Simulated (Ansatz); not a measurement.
**ZrInB in the AlB2 type: lattice stability ahead of a resistivity run**

The plan: relax ZrInB in the AlB2 type, check its phonons, and, if the lattice is stable, compute its Eliashberg function and ρ(T).

Main program and level: Ansatz 0.2.0; DFT PBEsol, scalar-relativistic, plane waves, PAW; PAW set soft_1.

This is a report of a sequence of runs, with most program output left out.

The structure was built from a prototype and need not be the compound's stable phase.

## 1. Set-up

It takes space group P-6m2 (No. 187, hexagonal). The conventional cell has a = 3.957 Å, b = 3.957 Å, c = 4.155 Å, α = 90.00°, β = 90.00°, γ = 120.00°. Zr has 6 In at 3.09 Å and 6 B at 3.09 Å nearest. B has 3 In at 2.28 Å and 6 Zr at 3.09 Å nearest. Nearest to In lie 3 B at 2.28 Å and 6 Zr at 3.09 Å. Farther neighbours are not listed.

## 2. Rough relaxation

The start is far from rest, so a relaxation with loose thresholds does the first part.

Contents of input.yaml:

```yaml
crystal:
  lattice:
    - [3.95711, 0.0, 0.0]
    - [-1.97855, 3.42695, 0.0]
    - [0.0, 0.0, 4.15496]
  atoms:
    - { symbol: Zr, position: [0.0, 0.0, 0.0] }
    - { symbol: B, position: [0.33333333, 0.66666667, 0.5] }
    - { symbol: In, position: [0.66666667, 0.33333333, 0.5] }
kpoints:
  mp_grid: { grid: [6, 6, 6] }
hamiltonian:
  xc: pbesol
  pseudopotentials: { kind: paw, azcp: { folder: soft_1 }, xc_functional: pbe }
scf:
  occupations: { method: gaussian, width: 0.1 }
output:
  forces: true
  stress: true
  eigenvalues: true
relax:
  adjacent_minimum: "off"
  f_tol: 0.05
  max_steps: 80
  cell: { stress_tol: 0.5 }
```

On the command line:

```bash
$ ansatz run input.yaml --threads 4 --pin off --max-ram 12288MiB --backend cpu --events-out ev --progress --plain --runs-dir out
```

The job ended after 5.4 s (4 threads of Arm Neoverse V1, shared host; peak memory 0.41 GiB; 19 s of CPU time).

Step by step:

```
step  energy less that of the first step (eV)  largest force component (eV/Å)  pressure (GPa)  volume (Å³)
   1                                   0.0000                          0.0000          -13.91        56.34
   2                                  -0.3738                          0.0000           -5.78        51.16
   3                                  -0.4747                          0.0000            0.71        48.16
   4                                  -0.4780                          0.0000           -0.06        48.30
  5*                                  -0.4772                          0.0000           -0.08        48.30
```

Relaxation steps marked * repeat the geometry before them on a plane-wave basis chosen anew for their cell, so energy and pressure can jump there.

The run keeps the 12 symmetry operations that it works with, so distortions that break them were not tested.

```
conventional cell, symmetrised  before  after   change
                         a (Å)   3.957  3.876   -2.0 %
                         b (Å)   3.957  3.876   -2.0 %
                         c (Å)   4.155  3.711  -10.7 %
              volume (Å³/atom)   18.78  16.10  -14.3 %
```

Final coordinates:

```xyz
3
Lattice="3.8765 0.0000 0.0000 -1.9382 3.3571 0.0000 0.0000 0.0000 3.7110" Properties=species:S:1:pos:R:3 pbc="T T T"
Zr    0.0000    0.0000    0.0000
B     0.0000    2.2381    1.8555
In    1.9382    1.1190    1.8555
```

This step gave:

| Quantity | Value |
| --- | --- |
| pressure | -0.08357 GPa |
| volume per atom | 16.10 Å³/atom |
| metallic on mesh | yes |
| gap on the k-mesh | 0 eV |

The largest force is now zero by symmetry and the largest stress component 0.18 GPa.

## 3. Relaxing cell and atoms

Lattice constant and positions set the bands and the force constants, so the cell is relaxed first.

input.yaml, the sections that differ from step 2:

```yaml
crystal:
  lattice:
    - [3.8764969306, -2.8279e-06, 0.0]
    - [-1.9382460162, 3.3571462336, 0.0]
    - [0.0, 0.0, 3.7110286432]
  atoms:
    - { symbol: Zr, position: [0.0, 0.0, 0.0] }
    - { symbol: B, position: [0.3333333333, 0.6666666667, 0.5] }
    - { symbol: In, position: [0.6666666667, 0.3333333333, 0.5] }
kpoints:
  mp_grid: { grid: [9, 9, 8] }
relax:
  adjacent_minimum: "off"
  f_tol: 0.005
  max_steps: 80
  cell: { stress_tol: 0.05 }
# hamiltonian, scf, output: as in step 2
```

It took 7.5 s on 4 threads; peak memory 0.45 GiB.

The steps of the relaxation:

```
step  energy less that of the first step (eV)  largest force component (eV/Å)  pressure (GPa)  volume (Å³)
   1                                   0.0000                          0.0000           -0.08        48.30
   2                                  -0.0001                          0.0000           -0.24        48.40
   3                                  -0.0003                          0.0000            0.00        48.30
   4                                  -0.0003                          0.0000            0.00        48.30
```

The log counts 1 steps on a newly chosen plane-wave basis, not all of them marked here; energy and pressure can jump at such steps.

```
conventional cell, symmetrised  before  after  change
                         a (Å)   3.876  3.871  -0.1 %
                         b (Å)   3.876  3.871  -0.1 %
                         c (Å)   3.711  3.722  +0.3 %
              volume (Å³/atom)   16.10  16.10  +0.0 %
```

The relaxed structure:

```cif
data_structure
_symmetry_space_group_name_H-M 'P 1'
_symmetry_Int_Tables_number 1
_cell_length_a 3.8711
_cell_length_b 3.8711
_cell_length_c 3.7220
_cell_angle_alpha 90.000
_cell_angle_beta 90.000
_cell_angle_gamma 120.000
_cell_volume 48.30
loop_
_atom_site_label
_atom_site_type_symbol
_atom_site_fract_x
_atom_site_fract_y
_atom_site_fract_z
_atom_site_occupancy
Zr1 Zr 0.00000 0.00000 0.00000 1
B2 B 0.33333 0.66667 0.50000 1
In3 In 0.66667 0.33333 0.50000 1
```

This step gave:

| Quantity | Value |
| --- | --- |
| pressure | -0.004400 GPa |

The largest force is now zero by symmetry and the largest stress component 0.0051 GPa.

## 4. Tight relaxation

No force is left; the cell is relaxed once more with another smearing and tight thresholds.

input.yaml, the sections that differ from step 3:

```yaml
crystal:
  lattice:
    - [3.8710784637, -2.824e-06, 0.0]
    - [-1.9355367862, 3.3524537016, 0.0]
    - [0.0, 0.0, 3.7220185045]
  atoms:
    - { symbol: Zr, position: [0.0, 0.0, 0.0] }
    - { symbol: B, position: [0.3333333333, 0.6666666667, 0.5] }
    - { symbol: In, position: [0.6666666667, 0.3333333333, 0.5] }
scf:
  occupations: { method: methfessel_paxton, width: 0.2 }
relax:
  adjacent_minimum: "off"
  f_tol: 0.001
  max_steps: 60
  cell: { stress_tol: 0.01 }
# kpoints, hamiltonian, output: as in step 3
```

Wall time 6.7 s (4 threads); peak memory 0.43 GiB; 24 s of CPU time.

Little changed from the start: no atom moved by 0.005 Å and no cell edge by 0.1 %.

Numbers from this step:

| Item | Value |
| --- | --- |
| pressure | 0.002153 GPa |

The largest force is now zero by symmetry and the largest stress component 0.0023 GPa, small enough for phonons.

## 5. Phonons: q 2×2×2, k 6×6×4

Couplings are defined for a stable lattice alone, so phonons come first.

Contents of input.yaml:

```yaml
crystal:
  lattice:
    - [3.8706731571, -2.8237e-06, 0.0]
    - [-1.9353341331, 3.3521026956, 0.0]
    - [0.0, 0.0, 3.7226357473]
  atoms:
    - { symbol: Zr, position: [0.0, 0.0, 0.0] }
    - { symbol: B, position: [0.3333333333, 0.6666666667, 0.5] }
    - { symbol: In, position: [0.6666666667, 0.3333333333, 0.5] }
kpoints:
  mp_grid: { grid: [6, 6, 4] }
hamiltonian:
  xc: pbesol
  pseudopotentials: { kind: paw, azcp: { folder: soft_1 }, xc_functional: pbe }
scf:
  occupations: { method: methfessel_paxton, width: 0.2 }
output:
  eigenvalues: true
phonons:
  method: dfpt
  qmesh: [2, 2, 2]
  temperatures: { t_max: 1000, t_step: 50 }
  qpath:
    path:
      - [[0.0, 0.0, 0.0], [0.5, 0.0, 0.0], [0.33333333, 0.33333333, 0.0], [0.0, 0.0, 0.0], [0.0, 0.0, 0.5], [0.5, 0.0, 0.5], [0.33333333, 0.33333333, 0.5], [0.0, 0.0, 0.5]]
      - [[0.5, 0.0, 0.5], [0.5, 0.0, 0.0]]
      - [[0.33333333, 0.33333333, 0.5], [0.33333333, 0.33333333, 0.0]]
    npoints: 10
```

Wall time 41 s (4 threads); peak memory 0.56 GiB; 2.6 min of CPU time.

This step gave:

```yaml
share_of_imaginary_modes_in_the_plain_interpolation_between_solved_wavevectors: 0.1176
highest_frequency_solved_or_plainly_interpolated: 590 cm⁻¹
```

Solved on the 2×2×2 mesh alone; all other wavevectors are interpolated. The phonon branches at the labelled points (cm⁻¹):

```
    point  branch 1  branch 2  branch 3  branch 4  branch 5  branch 6  branch 7  branch 8  branch 9
        Γ      -202         0         0         0       183       183       200       486       486
  halfway      -161       -38        87        99       197       200       205       525       533
        M      -106       -37       128       143       198       206       213       561       580
  halfway       -94        58       132       141       177       196       234       565       585
        K       -80        98       137       139       157       194       243       570       590
  halfway      -149        24        98       102       191       200       216       533       545
        Γ      -202         0         0         0       183       183       200       486       486
  halfway      -108        79        79       110       175       175       194       510       510
        A       115       132       132       150       150       171       185       533       533
  halfway       -48       124       131       159       171       205       215       550       551
        L       -97       118       130       159       167       229       252       566       568
  halfway       -81        54       113       182       198       227       247       561       576
        H       -30        29        37       208       213       222       240       560       580
  halfway       -58        93       140       161       188       208       220       551       558
        A       115       132       132       150       150       171       185       533       533
jump to L       -97       118       130       159       167       229       252       566       568
  halfway       -88        74       125       156       193       193       242       564       573
        M      -106       -37       128       143       198       206       213       561       580
jump to H       -30        29        37       208       213       222       240       560       580
  halfway       -54        81        82       163       196       224       233       565       585
        K       -80        98       137       139       157       194       243       570       590
```

Among the solved wavevectors the lowest mode, translations apart, is -202 cm⁻¹, imaginary.

## 6. Lattice stability: q 3×3×2, k 6×6×6

An imaginary mode on so few k-points may come from the sampling, so the phonons are repeated with another q and k mesh.

input.yaml: that of step 5 with these lines changed.

```diff
@@ -10,3 +10,3 @@
 kpoints:
-  mp_grid: { grid: [6, 6, 4] }
+  mp_grid: { grid: [6, 6, 6] }
 hamiltonian:
@@ -20,3 +20,3 @@
   method: dfpt
-  qmesh: [2, 2, 2]
+  qmesh: [3, 3, 2]
   temperatures: { t_max: 1000, t_step: 50 }
```

Run time: 1.7 min. Hardware: 4 threads; peak memory 0.66 GiB.

Numbers from this step:

```yaml
share_of_imaginary_modes_in_the_plain_interpolation_between_solved_wavevectors: 0.103
highest_frequency_solved_or_plainly_interpolated: 587.4 cm⁻¹
```

Solved on the 3×3×2 mesh alone; all other wavevectors are interpolated. The phonon branches at the labelled points (cm⁻¹):

```
    point  branch 1  branch 2  branch 3  branch 4  branch 5  branch 6  branch 7  branch 8  branch 9
        Γ      -197         0         0         0       200       200       218       536       536
  halfway      -146        17        87       110       203       206       208       554       566
        M       -89       -32       126       148       196       206       215       561       583
  halfway       -92        58       130       142       178       194       231       550       586
        K       -94       102       135       137       152       192       238       541       587
  halfway      -133        46        98       111       195       206       217       554       572
        Γ      -197         0         0         0       200       200       218       536       536
  halfway       -93        78        78       112       186       186       212       541       541
        A       122       132       132       156       156       190       194       547       547
  halfway        42       127       131       167       177       205       220       556       559
        L       -87       116       129       164       169       226       253       563       570
  halfway       -80        57       105       180       202       225       248       554       579
        H       -50       -19        -9       206       212       225       241       550       584
  halfway        19        96       143       160       198       204       224       554       565
        A       122       132       132       156       156       190       194       547       547
jump to L       -87       116       129       164       169       226       253       563       570
  halfway       -71        76       126       154       194       194       243       566       573
        M       -89       -32       126       148       196       206       215       561       583
jump to H       -50       -19        -9       206       212       225       241       550       584
  halfway       -74        75        81       165       194       223       230       546       586
        K       -94       102       135       137       152       192       238       541       587
```

The modes has structure finer than the step of the table below, so its rows give means over 25 cm⁻¹, whole bins alone (the curve runs from -207 to 615 cm⁻¹). Peaks (cm⁻¹: height): B -77.6: 0.00904, 552.9: 0.0582; In -72.4: 0.00543, 118.8: 0.0159, 160.1: 0.0146, 201.5: 0.0192, 558.1: 0.00307; Zr -72.4: 0.00861, 201.5: 0.0318.

Phonopy on the run's constants, 17x17x15 mesh, Gaussian sigma 5.9 cm⁻¹. The modes by wavenumber; means over each step; values in 1/cm⁻¹/cell:

```
wavenumber (cm⁻¹)        B       In       Zr
             -175   8.8e-4   6.4e-5   6.3e-6
             -150  0.00151   1.3e-4   2.3e-5
             -125  0.00253   2.7e-4   8.6e-5
             -100  0.00605   7.4e-4   7.4e-4
              -75  0.00790  0.00390  0.00618
              -50  0.00109  0.00129  0.00178
              -25   2.6e-4   6.8e-4   6.2e-4
                0   8.1e-5   4.8e-4   3.7e-4
               25   4.3e-4  0.00272  0.00205
               50  0.00103  0.00636  0.00461
               75  0.00207   0.0101  0.00723
              100  0.00296   0.0124  0.00818
              125  0.00373   0.0144  0.00876
              150  0.00335   0.0120  0.00881
              175  0.00389   0.0122   0.0196
              200  0.00370   0.0173   0.0283
              225  0.00253   0.0155   0.0176
              250   1.6e-4  0.00528  0.00495
              275   2.0e-7   3.5e-5   3.1e-5
              300        0        0        0
              325        0        0        0
              350        0        0        0
              375        0        0        0
              400        0        0        0
              425        0        0        0
              450        0        0        0
              475        0        0        0
              500        0        0        0
              525  0.00135   8.6e-5   1.1e-6
              550   0.0404  0.00215   3.6e-5
              575   0.0306  0.00179   1.9e-5
              600  0.00333   2.1e-4   1.7e-6
```

No LO-TO term; unit eigenvectors of the mass-weighted matrix. The modes at Γ (shares of kinetic energy by element, %) (negative means imaginary):

```
mode  frequency (cm⁻¹)  symmetry  Zr %  B %  In %
   1            -196.8      A2''     0   94     6
   2               0.0   unnamed    42    5    53
   3               0.0   unnamed    42    5    53
   4               0.0   unnamed    42    5    53
   5             199.9        E'    58    3    39
   6             199.9        E'    58    3    39
   7             217.6      A2''    58    1    41
   8             535.5        E'     0   92     8
   9             535.5        E'     0   92     8
```

Displacements in mode 1 (-196.8 cm⁻¹), the largest set to 1:
```
Zr1  0.00  0.00 -0.02
B2   0.00  0.00  1.00
In3  0.00  0.00 -0.08
```

Displacements in mode 5 (199.9 cm⁻¹), the largest set to 1:
```
Zr1  0.00  1.00  0.00
B2   0.00 -0.65  0.00
In3  0.00 -0.73  0.00
```

Among the solved wavevectors the lowest mode, translations apart, is -197 cm⁻¹, imaginary.

## 7. Lattice stability: Fermi–Dirac smearing of 0.3 eV

The phonons are repeated on the same meshes with a wide Fermi–Dirac smearing, to see whether the soft mode comes from sharp features of the Fermi surface.

input.yaml: that of step 6 with these lines changed.

```diff
@@ -15,3 +15,3 @@
 scf:
-  occupations: { method: methfessel_paxton, width: 0.2 }
+  occupations: { method: fermi_dirac, width: 0.3 }
 output:
```

Elapsed: 2 min, on 4 threads; peak memory 0.72 GiB.

Numbers from this step:

| Property | Result |
| --- | --- |
| share of imaginary modes in the plain interpolation between solved wavevectors | 0.1114 |
| highest frequency, solved or plainly interpolated | 584.6 cm⁻¹ |

Solved on the 3×3×2 mesh alone; all other wavevectors are interpolated. Phonon branches along the path, in cm⁻¹:

```
    point  branch 1  branch 2  branch 3  branch 4  branch 5  branch 6  branch 7  branch 8  branch 9
        Γ      -181         0         0         0       194       194       214       541       541
  halfway      -152       -20        85       104       199       202       206       551       560
        M      -113       -42       125       139       192       205       212       556       576
  halfway      -107        55       130       137       175       189       231       549       581
        K       -99       101       136       136       148       185       239       544       585
  halfway      -144        36        96       106       190       203       214       550       566
        Γ      -181         0         0         0       194       194       214       541       541
  halfway       -94        78        78       111       182       182       208       543       543
        A       104       131       131       154       154       186       187       545       545
  halfway       -24       125       130       161       167       200       218       554       555
        L       -98       113       127       153       162       221       251       561       564
  halfway       -93        51        93       178       195       219       245       551       574
        H       -79       -32       -23       206       207       217       237       546       579
  halfway       -44        94       134       159       192       199       221       551       562
        A       104       131       131       154       154       186       187       545       545
jump to L       -98       113       127       153       162       221       251       561       564
  halfway       -92        69       115       152       190       191       240       560       568
        M      -113       -42       125       139       192       205       212       556       576
jump to H       -79       -32       -23       206       207       217       237       546       579
  halfway       -91        74        77       160       190       219       230       545       582
        K       -99       101       136       136       148       185       239       544       585
```

Among the solved wavevectors the lowest mode, translations apart, is -181 cm⁻¹, imaginary.

## 8. Summary of results

```
phonon run of the rows without a label of their own : PBEsol, q 3×3×2, k 6×6×6
softest mode on the q mesh                          : -197 cm⁻¹ at q = (0, 0, 0)
highest frequency, solved or plainly interpolated   : 587 cm⁻¹
```

**Reading.** The lattice is dynamically unstable at this level: a mode at q = (0, 0, 0) is imaginary, 197i cm⁻¹, so no harmonic coupling constant or resistivity is defined for this structure. These meshes are coarse, and single modes of a metal can move by tens of cm⁻¹ with the k mesh. The phonon runs are not spin-polarised. The PAW files were made for PBE; under other functionals the run regenerates their frozen core. The structure was built by hand as an ordered model, and its stability against other phases was not tested.

[Logs are printed without paths, hosts, clocks, repeated set-up lines and the standing remarks that a program may print on its own settings, such as how far it seeks lower states.]

[Hosts, paths, dates, database ids (printed as entryN), source tags and the programs' standing remarks are cut or masked in the printed files.]
